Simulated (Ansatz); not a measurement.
## Supercells of Ge(100) slab, H on the bottom face, dimerised (48 atoms): plane waves and support functions

Wanted: cost and convergence against size for Ge(100) slab, H on the bottom face, dimerised (48 atoms).

Program: Ansatz 0.2.0. Level of theory: Kohn-Sham DFT, PBE, PAW (set soft_2), plane waves. Results are calculated unless marked as measured.

### Step 1. Starting point

The cell holds 48 atoms: 32 Ge and 16 H. Its edges and angles: a = 16.003 Å, b = 8.002 Å, c = 15.127 Å, α = 90.0°, β = 90.0°, γ = 90.0°. It derives from Ge (diamond-structure). Diamond-structure Ge (a = 5.658 Å), (100) slab of 4 atomic planes, 4 x 2 surface cells, H on the broken bonds of the bottom face, 10 Å of vacuum; top atoms paired into dimers, p(2x2) buckling; displaced by a Gaussian of 0.02 Å. Regions: slab, 32 atoms (32 Ge); hydrogen, 16 atoms (16 H). Vacuum lies along c.

What the set-up can't give: Beside vacuum, support functions can miss their usual error bounds without a warning. The main run has no spin polarisation, so any moments at edges, vacancies or dangling bonds can't form in it.

### Step 2. Plane waves, typed cell on a dense mesh

The typed cell on a k-mesh is the yardstick: it samples like Γ on the cell repeated as often as the mesh has points along each axis. Its own convergence isn't tested.

The input, input.yaml:

```yaml
crystal:
  lattice:
    - [16.00324, 0.0, 0.0]
    - [0.0, 8.00162, 0.0]
    - [0.0, 0.0, 15.12685]
  atoms:
    - { symbol: Ge, position: [0.12606, 0.25051, 0.38776] }
    - { symbol: Ge, position: [5.0e-05, 0.25016, 0.47999] }
    - { symbol: Ge, position: [0.00045, 0.49968, 0.57517] }
    - { symbol: Ge, position: [0.126, 0.0981, 0.66841] }
    - { symbol: Ge, position: [0.12439, 0.7517, 0.39165] }
    - { symbol: Ge, position: [0.00186, 0.75539, 0.4801] }
    - { symbol: Ge, position: [0.00272, 0.99774, 0.57642] }
    - { symbol: Ge, position: [0.12521, 0.4035, 0.62402] }
    - { symbol: Ge, position: [0.37433, 0.25049, 0.3896] }
    - { symbol: Ge, position: [0.25126, 0.25447, 0.48102] }
    - { symbol: Ge, position: [0.25133, 0.50041, 0.57838] }
    - { symbol: Ge, position: [0.37825, 0.09518, 0.62312] }
    - { symbol: Ge, position: [0.37787, 0.75327, 0.38673] }
    - { symbol: Ge, position: [0.25039, 0.74606, 0.48324] }
    - { symbol: Ge, position: [0.25153, 0.99591, 0.57767] }
    - { symbol: Ge, position: [0.37815, 0.40267, 0.66974] }
    - { symbol: Ge, position: [0.62582, 0.24946, 0.39082] }
    - { symbol: Ge, position: [0.50197, 0.25122, 0.48229] }
    - { symbol: Ge, position: [0.50336, 0.50067, 0.57653] }
    - { symbol: Ge, position: [0.62761, 0.09897, 0.66839] }
    - { symbol: Ge, position: [0.6281, 0.75117, 0.38804] }
    - { symbol: Ge, position: [0.5016, 0.7495, 0.48074] }
    - { symbol: Ge, position: [0.50142, 0.99472, 0.57594] }
    - { symbol: Ge, position: [0.62482, 0.40029, 0.62375] }
    - { symbol: Ge, position: [0.87628, 0.24782, 0.38718] }
    - { symbol: Ge, position: [0.75126, 0.25063, 0.48276] }
    - { symbol: Ge, position: [0.75227, 0.49564, 0.57644] }
    - { symbol: Ge, position: [0.87538, 0.09586, 0.62333] }
    - { symbol: Ge, position: [0.87482, 0.74712, 0.38961] }
    - { symbol: Ge, position: [0.75086, 0.75378, 0.48273] }
    - { symbol: Ge, position: [0.7518, 0.99806, 0.57509] }
    - { symbol: Ge, position: [0.8786, 0.40393, 0.6691] }
    - { symbol: H, position: [0.12699, 0.09482, 0.3305] }
    - { symbol: H, position: [0.12849, 0.40759, 0.32989] }
    - { symbol: H, position: [0.12735, 0.90424, 0.32933] }
    - { symbol: H, position: [0.12681, 0.59187, 0.32867] }
    - { symbol: H, position: [0.37547, 0.08979, 0.32971] }
    - { symbol: H, position: [0.37658, 0.40617, 0.33055] }
    - { symbol: H, position: [0.37629, 0.59826, 0.33] }
    - { symbol: H, position: [0.37576, 0.90118, 0.33328] }
    - { symbol: H, position: [0.62783, 0.40416, 0.33124] }
    - { symbol: H, position: [0.62623, 0.09743, 0.33091] }
    - { symbol: H, position: [0.62722, 0.58825, 0.33113] }
    - { symbol: H, position: [0.62737, 0.90414, 0.32932] }
    - { symbol: H, position: [0.87563, 0.09536, 0.33216] }
    - { symbol: H, position: [0.87586, 0.40322, 0.33057] }
    - { symbol: H, position: [0.87671, 0.90789, 0.33009] }
    - { symbol: H, position: [0.87604, 0.59584, 0.3313] }
kpoints:
  mp_grid: { grid: [2, 4, 1] }
hamiltonian:
  xc: pbe
scf:
  occupations: { method: gaussian, width: 0.05 }
output:
  forces: true
  populations: true
  dos:
    method: { smearing: { sigma: 0.1 } }
    de: 0.1
    projected:
      site_lists:
        Ge: [Ge]
        H: [H]
        slab: [0, 1, 2, 3, 4, 5, 6, 7, 8, 9, 10, 11, 12, 13, 14, 15, 16, 17, 18, 19, 20, 21, 22, 23, 24, 25, 26, 27, 28, 29, 30, 31]
        hydrogen: [32, 33, 34, 35, 36, 37, 38, 39, 40, 41, 42, 43, 44, 45, 46, 47]
  eigenvalues: true
```

On the command line:

```sh
$ ansatz run input.yaml --threads 4 --pin off --max-ram 15872MiB --backend cpu --events-out ev --progress --plain --runs-dir out
```

Numbers of over 12 decimals in the logs are rounded to 6 here.

Output:

```text
Engine: ansatz 0.2.0, aarch64-unknown-linux-gnu
Pseudopotentials: kind: paw
Pseudopotential: Ge, paw, valence charge 14, recommended cutoff 420 eV (normal), Ge.paw.azcp
Pseudopotential: H, paw, valence charge 1, recommended cutoff 420 eV (normal), H.paw.azcp
[... 5 lines on functional and potentials left out ...]
Crystal: 48 atoms, lattice volume = 1937.021 Å³
Basis set: ecut = 420 eV, 37849 PW (Γ), exchange–correlation on 216×108×216 points (8 copies of the dense FFT grid, shifted against one another)
Bands: 280, of which v1, the nominal top of the filled ones, is band 232 counted from 1 (231 counted from 0)
Symmetry: 1 space group operations
Space group: P1 (ITA 1), of the structure as read, at distance tolerance 1.2e-4 Å
k-points: 6 of 8 (time reversal used)
[... 5 lines on functional and potentials left out ...]
Initial density: superposition of atomic densities (neutral atoms: chi_scale 0, normalization atom), corrected by the library's trained network
Initial wavefunctions: pseudopotential atomic-orbital guess
Functional: x = pbe(κ = 0.804, μ = 0.219515), c = pbe(β = 0.066725)
SCF iter   1: F=—  HF=-137678.345074 eV  |F-HF|=—  |Δ(HF+E_count)|=         —  Δρ=2.06e-3  dr2=2.20e-1  ethr=1.77e-3  ⟨swp⟩=5.7  Hψ=6014  notcnv=0  defer=119
preconditioner: auto → LDOS  [metal: Δε(μ)=0.010 eV  Ē_g=21.693 eV  σ=0.050 eV  W_gap=0.12  n_scr=316 (ndim 8)  ℏωp=18.2 eV  f_vac=0.548  D(μ)=20.80/eV (n_scr^D=86)  β→1.0]
SCF iter   2: F=—  HF=-137678.318926 eV  |F-HF|=—  |Δ(HF+E_count)|=   2.61e-2  Δρ=1.29e-3  dr2=5.24e-2  ethr=4.74e-5  ⟨swp⟩=2.8  Hψ=3370  notcnv=0  defer=252
SCF iter   3: F=—  HF=-137678.313992 eV  |F-HF|=—  |Δ(HF+E_count)|=   4.93e-3  Δρ=5.68e-4  dr2=1.90e-2  ethr=1.13e-5  ⟨swp⟩=2.0  Hψ=2854  notcnv=0  defer=252
SCF iter   4: F=—  HF=-137678.311846 eV  |F-HF|=—  |Δ(HF+E_count)|=   2.15e-3  Δρ=3.13e-4  dr2=5.61e-3  ethr=4.10e-6  ⟨swp⟩=2.0  Hψ=2442  notcnv=0  defer=252
SCF iter   5: F=—  HF=-137678.311140 eV  |F-HF|=—  |Δ(HF+E_count)|=   7.06e-4  Δρ=1.53e-4  dr2=1.15e-3  ethr=1.21e-6  ⟨swp⟩=2.0  Hψ=2810  notcnv=0  defer=252
SCF iter   6: F=—  HF=-137678.310962 eV  |F-HF|=—  |Δ(HF+E_count)|=   1.78e-4  Δρ=5.70e-5  dr2=2.34e-4  ethr=2.49e-7  ⟨swp⟩=2.0  Hψ=2486  notcnv=0  defer=252
SCF iter   7: F=—  HF=-137678.310951 eV  |F-HF|=—  |Δ(HF+E_count)|=   1.11e-5  Δρ=2.45e-5  dr2=5.60e-5  ethr=5.05e-8  ⟨swp⟩=2.0  Hψ=1767  notcnv=0  defer=252
SCF iter   8: F=—  HF=-137678.311511 eV  |F-HF|=—  |Δ(HF+E_count)|=   5.60e-4  Δρ=1.10e-5  dr2=1.44e-5  ethr=1.21e-8  ⟨swp⟩=2.0  Hψ=1972  notcnv=0  defer=252
SCF iter   9: F=—  HF=-137678.311510 eV  |F-HF|=—  |Δ(HF+E_count)|=   1.43e-6  Δρ=6.77e-6  dr2=3.32e-6  ethr=3.10e-9  ⟨swp⟩=2.0  Hψ=2818  notcnv=0  defer=252
SCF iter  10: F=—  HF=-137678.311509 eV  |F-HF|=—  |Δ(HF+E_count)|=   3.63e-7  Δρ=3.40e-6  dr2=7.97e-7  ethr=7.16e-10  ⟨swp⟩=2.0  Hψ=2862  notcnv=0  defer=252
SCF iter  11: F=—  HF=-137678.311509 eV  |F-HF|=—  |Δ(HF+E_count)|=   6.16e-8  Δρ=1.47e-6  dr2=1.27e-7  ethr=1.72e-10  ⟨swp⟩=2.2  Hψ=2814  notcnv=0  defer=252
SCF iter  12: F=-137678.311509 eV  HF=-137678.311509 eV  |F-HF|=6.64e-9  |Δ(HF+E_count)|=   5.12e-9  Δρ=6.52e-7  dr2=1.80e-8  ethr=2.16e-11  ⟨swp⟩=12.8  Hψ=7575  notcnv=0
SCF 1 converged in 12 iterations: F = -137678.311509 eV  dr2 = 1.80e-8
  greatest PAW one-centre occupation: 0.998 electrons in one spin orbital (limit 2), on the Ge atom at site 23 (counted from 0), in its partial waves of l = 2
SCF converged after 12 iterations
Free energy (F): -137678.311509 eV
Harris-Foulkes:  -137678.311509 eV  (|F-HF|=6.64e-9)
Internal energy: -137678.283200 eV  (E = F + TS)
E sigma→0 (E₀):  -137678.297354 eV
Entropy (-TS):   -0.028309 eV (-0.590 meV/atom)
Fermi energy:    0.329513 eV
--- Per-component energies (eV) ---
  E_band       = -8326.562472
  E_kinetic    = 3785.349006
  E_local      = -238236.512775  (includes V_loc(G=0)·N_el)
  E_nonlocal   = 13413.973020
  E_hartree    = 112481.089543
  E_xc         = -2559.302654
  E_vxc        = -2247.758717  (∫ρ·V_xc dr)
  E_paw        = -64632.872725  (= ΣΔE_a)
  E_vpaw       = -10003.769323  (= ΣTr[D̂ρ^β])
  E_aug_tail   = -0.009796  (compensation charges beyond the density's cutoff)
  E_ewald      = 38070.003182
  E_smearing   = -0.028309  (= −TS)
  E_closure    = -0.000000  (closes the sum)
  Σ components = -137678.311509   (vs F -137678.311509, Δ=0.00e0)
--- Forces (eV/Å), atoms counted from 1 ---
  atom   1  Ge     0.04244769    -0.16205472     0.24758651
  atom   2  Ge     0.17553289    -0.11268547    -0.47925672
  atom   3  Ge    -1.63478489     0.79986879    -0.46372390
  atom   4  Ge     0.09637566    -0.40143845     0.58390723
  atom   5  Ge     0.57361700    -0.56077861    -0.79698916
  atom   6  Ge    -0.54981916    -0.47983037     0.43178839
  atom   7  Ge     1.32973540    -0.09559297    -0.08002922
  atom   8  Ge     0.09708163    -1.17985562     0.84614733
  atom   9  Ge     0.43988324    -0.08941992    -0.36841091
  atom  10  Ge    -0.30025914    -0.42804187    -0.24239074
  atom  11  Ge     1.76117755     0.41020388    -0.07954066
  atom  12  Ge    -0.50945126     1.24554781     0.90842006
  atom  13  Ge    -0.38098667    -1.44424955     1.79666483
  atom  14  Ge     0.32316332     0.19959703    -0.24250491
[...]
atom  47  H     -0.04620687    -0.53172593     0.12350284
  atom  48  H     -0.01040029    -0.42466087    -0.45845101
  max |Σ_I F_I| component: 9.48e-5 eV/Å
--- Band table (eV; the first three rows and the last of 6) ---
  k-point 0: bands = ["-24.3294", "-24.3053", "-24.3030", "-24.2796", [... 264 levels ...], "4.8105", "4.8352", "4.8783", "4.8860", "4.9126", "4.9239", "4.9487", "5.2104", "5.2268", "5.2875", "5.2966", "5.3419"]
[...]
--- Löwdin populations: 48 sites ---
  site symbol       q [e]
     0     Ge     13.8583
     1     Ge     13.9538
     2     Ge     14.0012
[...]
47      H      1.0294
  spilling = 0.002864 (of n_electrons = 464.000000)
```

The job ended after 3.1 min (4 threads of Arm Neoverse V1, shared host; peak memory 7.5 GiB; 12 min of CPU time).

Reading the cycles: dr2 is the Hartree energy of the density residual (eV), the measure of convergence; HF is the Harris–Foulkes estimate of the energy, which meets the free energy F at convergence.

Read from the output:

```yaml
free_energy: -137678.3115 eV
free_energy_per_atom: -2868.2982 eV/atom
scf_cycles: 12
r_m_s_force_component: 0.663 eV/Å
longest_force: 2.535 eV/Å
fermi_energy: 0.3295 eV
levels_partly_filled_by_over_2_per_cent: 9
spilling_of_the_projection: 0.002864
```

The r.m.s. force component of 0.66 eV/Å sets the scale for the differences below.

### Step 3. Plane waves, 48 atoms

The typed cell is solved at Γ alone, the coarsest sampling of the series.

input.yaml, the sections that differ from step 2:

```yaml
kpoints:
  mp_grid: { grid: [1, 1, 1] }
output:
  forces: true
# crystal, hamiltonian, scf: as in step 2
```

It took 18 s on 4 threads; peak memory 1.8 GiB; 71 s of CPU time.

It converged in 16 SCF cycles; the log is left out.

The energy lies 107 meV/atom above the dense-mesh reference.

### Step 4. Support functions, 48 atoms

The typed cell is solved at Γ alone, now in support functions.

This step: Kohn-Sham DFT, PBE, PAW (set soft_2), localised support functions (medium) (Ansatz 0.2.0).

Edit input.yaml of step 3 so:

```diff
@@ -13,2 +13,5 @@
   occupations: { method: gaussian, width: 0.05 }
+  eigensolver: { kind: { support_functions: { accuracy: medium } } }
+  mixing: { beta: 0.4 }
+  max_iter: 150
 output:
```

Elapsed: 80 s, on 4 threads; peak memory 2.7 GiB.

The program notes that the band table was not solved further than the SCF left it and it switched symmetry off. Further notices: vacuum switching off with vacuum.

It converged in 13 SCF cycles; the log is left out.

The energy lies 105 meV/atom above the dense-mesh reference, and 1.7 meV/atom below plane waves of the same size, an offset between the two bases that leaves the sampling error alike.

### Step 5. Plane waves, 96 atoms

The cell is repeated and solved at Γ in plane waves, whose cost grows towards the cube of the size.

This step: Kohn-Sham DFT, PBE, PAW (set soft_2), plane waves (Ansatz 0.2.0).

input.yaml, the sections that differ from step 4:

```yaml
crystal:
  lattice:
    - [16.00324, 0.0, 0.0]
    - [0.0, 8.00162, 0.0]
    - [0.0, 0.0, 15.12685]
  atoms:
    [... the 48 atom lines of step 2 ...]
  supercell: [1, 2, 1]
scf:
  occupations: { method: gaussian, width: 0.05 }
# kpoints, hamiltonian, output: as in step 4
```

Run time: 73 s. Hardware: 4 threads; peak memory 5 GiB.

The program repeats the typed cell 1×2×1 times, 96 atoms in all; totals in the log are those of the whole repeated cell, and force differences are taken after averaging over the copies of each atom.

It converged in 14 SCF cycles; the log is left out.

The energy lies 22.5 meV/atom above the dense-mesh reference.

### Step 6. Support functions, 96 atoms

The repeated cell is solved at Γ in support functions.

This step: Kohn-Sham DFT, PBE, PAW (set soft_2), localised support functions (medium) (Ansatz 0.2.0).

Edit input.yaml of step 5 so:

```diff
@@ -14,2 +14,5 @@
   occupations: { method: gaussian, width: 0.05 }
+  eigensolver: { kind: { support_functions: { accuracy: medium } } }
+  mixing: { beta: 0.4 }
+  max_iter: 150
 output:
```

Output:

```text
Warning: scf.eigensolver.kind.support_functions: disabling space-group detection — the functions' gradient is summed over unrotated k-points, so no spatial operation reduces the k-mesh or symmetrises the density; time reversal is kept, so that k and −k are solved as one point where they differ and the mesh holds both, and exact exchange and, on two spinor components, a DFT+U term hold to it where the run has them: [...]
settings of this run that can trade accuracy for cost: scf.eigensolver.kind.support_functions [...]
[...]
Crystal: 96 atoms, lattice volume = 3874.042 Å³
Basis set: ecut = 420 eV, 75683 PW (Γ), exchange–correlation on 216×216×216 points (8 copies of the dense FFT grid, shifted against one another)
Bands: 557, of which v1, the nominal top of the filled ones, is band 464 counted from 1 (463 counted from 0)
[... 1 set-up line as in the run before ...]
k-points: 1
[...]
SCF iter   1: F=—  HF=-275343.578994 eV  |F-HF|=—  |Δ(HF+E_count)|=         —  Δρ=2.85e-2  dr2=3.14e1  ethr=1.00e-1
[...]
SCF iter  12: F=—  HF=-275354.624344 eV  |F-HF|=—  |Δ(HF+E_count)|=   7.18e-4  Δρ=1.14e-5  dr2=8.28e-6  ethr=3.44e-9  κ⁻¹=5.2e-6(r=7)
SCF iter  13: F=-275354.624863 eV  HF=-275354.624828 eV  |F-HF|=3.50e-5  |Δ(HF+E_count)|=   4.84e-4  Δρ=5.52e-6  dr2=1.38e-6  ethr=8.92e-10
SCF 1 converged in 13 iterations: F = -275354.629805 eV  dr2 = 1.38e-6
[...]
SCF converged after 13 iterations
Stability not checked: this state was not tested for a lower state beside it, because the mixer in use, unlike msr1, does not test its closes by its own steps (another_mixer; see scf.mixing.algorithm and scf.lower_state_search)
Free energy (F): -275354.629805 eV
[...]
Internal energy: -275354.531747 eV  (E = F + TS)
E sigma→0 (E₀):  -275354.580776 eV
Entropy (-TS):   -0.098058 eV (-1.021 meV/atom)
Fermi energy:    0.359233 eV
[...]
Σ components = -275354.629805   (vs F -275354.629805, Δ=0.00e0)
--- Forces (eV/Å), atoms counted from 1 ---
  atom   1  Ge     0.05313071    -0.10535053     0.37836531
  atom   2  Ge     0.18480713    -0.09704557    -0.47869988
  atom   3  Ge    -1.53844116     0.72463425    -0.41597071
  atom   4  Ge     0.10473091    -0.37982016     0.34534083
  atom   5  Ge     0.57751762    -0.57151836    -0.77219231
  atom   6  Ge    -0.55227133    -0.49365064     0.46315779
  [... forces on the other 90 atoms ...]
  max |Σ_I F_I| component: 6.21e-3 eV/Å
--- Band table (eV) ---
[... left out ...]
  guard bands above this table: 80 of the run's 557 bands (output.publish_guard_bands: true publishes all)
[...]
```

Elapsed: 2.3 min, on 4 threads; peak memory 5.1 GiB; 9.2 min of CPU time.

The program repeats the typed cell 1×2×1 times, 96 atoms in all; totals in the log are those of the whole repeated cell, and force differences are taken after averaging over the copies of each atom.

The energy lies 20.8 meV/atom above the dense-mesh reference, and 1.7 meV/atom below plane waves of the same size, an offset between the two bases that leaves the sampling error alike.

### Step 7. Scaling with size

Differences are against the typed cell on a 2×4×1 mesh, which samples like Γ on 384 atoms (r.m.s. force component 0.663 eV/Å). Every repeated cell is solved at Γ, and forces are averaged over the copies of each atom. Hardware: 4 threads of Arm Neoverse V1, shared host.

```tsv
atoms	repeats	basis	Δ force, r.m.s. (meV/Å)	Δ energy (meV/atom)	less plane waves of the same size (meV/atom)	spread among copies (meV/Å)	SCF cycles	time	host memory (GiB)
48	1×1×1	plane waves	161	107	-	-	16	18 s	1.8
48	1×1×1	support functions	162	105	-1.7	-	13	80 s	2.7
96	1×2×1	plane waves	62.0	22.5	-	0	14	73 s	5.0
96	1×2×1	support functions	61.9	20.8	-1.7	0.028	13	2.3 min	5.1
```

### Step 8. The reference in detail

With the settings judged, the reference run is read for its physics.

Neighbours are counted within 2.88 Å (Ge-Ge), 1.89 Å (Ge-H).

Length of the force by element and coordination:

```tsv
element	coordination	atoms	mean length of the force (eV/Å)	spread	least	most
Ge	all	32	1.15	0.626	0.221	2.53
Ge	3	8	1.17	0.428	0.668	1.68
Ge	4	24	1.15	0.679	0.221	2.53
H	all	16	0.575	0.422	0.107	1.96
```

Löwdin charges by element and coordination (they lack the spilled electrons, 0.028 e an atom on average):

```tsv
element	coordination	atoms	mean charge (e)	spread	least	most
Ge	all	32	0.0589	0.0808	-0.0708	0.204
Ge	3	8	0.0382	0.102	-0.0708	0.144
Ge	4	24	0.0658	0.0713	-0.0023	0.204
H	all	16	-0.0348	0.0048	-0.0437	-0.0289
```

By region:

```tsv
region	atoms	mean length of the force (eV/Å)
slab	32	1.15
hydrogen	16	0.575
```

Density of states as counts of states in windows of 1 eV (from the Fermi level), total and the larger projections:

```tsv
from (eV)	to (eV)	total	slab	Ge p	Ge s	H s	hydrogen
-14	-13	0.0	0.0	0.0	0.0	0.0	0.0
-13	-12	1.1	1.0	0.1	0.9	0.0	0.0
-12	-11	6.3	6.1	1.3	4.8	0.2	0.2
-11	-10	10.5	9.5	2.3	7.2	0.9	0.9
-10	-9	12.2	10.4	2.6	7.7	1.8	1.8
-9	-8	6.6	6.1	1.8	4.2	0.4	0.4
-8	-7	10.4	9.2	3.4	5.8	1.1	1.1
-7	-6	9.1	8.0	3.8	4.2	1.0	1.0
-6	-5	9.8	6.8	4.2	2.5	2.9	2.9
-5	-4	9.1	6.7	4.6	2.1	2.3	2.3
-4	-3	13.9	12.3	11.2	1.0	1.5	1.5
-3	-2	22.5	19.8	18.7	1.0	2.5	2.5
-2	-1	21.4	19.7	19.1	0.6	1.5	1.5
-1	0	10.7	10.3	9.1	1.1	0.3	0.3
0	1	5.9	5.6	4.7	0.9	0.1	0.1
1	2	9.4	8.7	6.4	2.3	0.2	0.2
2	3	19.8	17.2	12.9	4.3	0.9	0.9
3	4	23.2	18.0	14.9	3.1	1.6	1.6
```

Between -25 and -14 eV lie 320 more states.

The levels nearest the highest filled one (over half full), pooled over k-points and spins:

```tsv
level less the highest filled one (eV)	occupation
-0.0424	1.81
-0.0382	1.77
-0.0274	1.63
-0.019	1.49
-0.0068	1.25
0	1.10
0.031	0.449
0.0573	0.133
0.636	0
0.645	0
0.654	0
0.675	0
```

Mean Löwdin charges: Ge +0.06, H -0.03 e. Charges this small depend on the projection, at times even in sign. Within 0.4 eV of the Fermi level the largest share is Ge p (83 % of the projected weight).

### Step 9. What came out

| Item | Value |
| --- | --- |
| free energy per atom | -2868.2982 eV/atom |
| r.m.s. force component | 0.663 eV/Å |
| wall time of the 5 DFT runs | 8.3 min |

**Reading.** Repeating the cell at Γ samples more k-points: in plane waves the energy difference from the dense mesh goes from 107 meV/atom at 48 atoms to 22.5 at 96, and the force difference from 161 to 62 meV/Å. At equal size the support functions lie 1.7 meV/atom below plane waves, likely because their grid holds more waves than 420 eV; no run tests this. At the largest size the support functions' forces differ from the reference by 9.3 % of the r.m.s. force, which holds the difference of sampling between the two as well as that of the basis.

9 levels are partly filled by over 2 % (on the run's k-points), and the list of levels jumps by 0.58 eV between +0.06 and +0.64 eV: the Fermi level sits among few, sparse states, as at a band edge, among defect levels or in a metal whose levels bunch into shells on a coarse mesh.

**Limits.** The geometry was built by rule, was displaced at random and isn't relaxed at this level: its force components are 0.66 eV/Å r.m.s.

[Logs are printed without paths, hosts, clocks, repeated set-up lines and the standing remarks that a program may print on its own settings, such as how far it seeks lower states.]

[Hosts, paths, dates, database ids (printed as entryN), source tags and the programs' standing remarks are cut or masked in the printed files.]
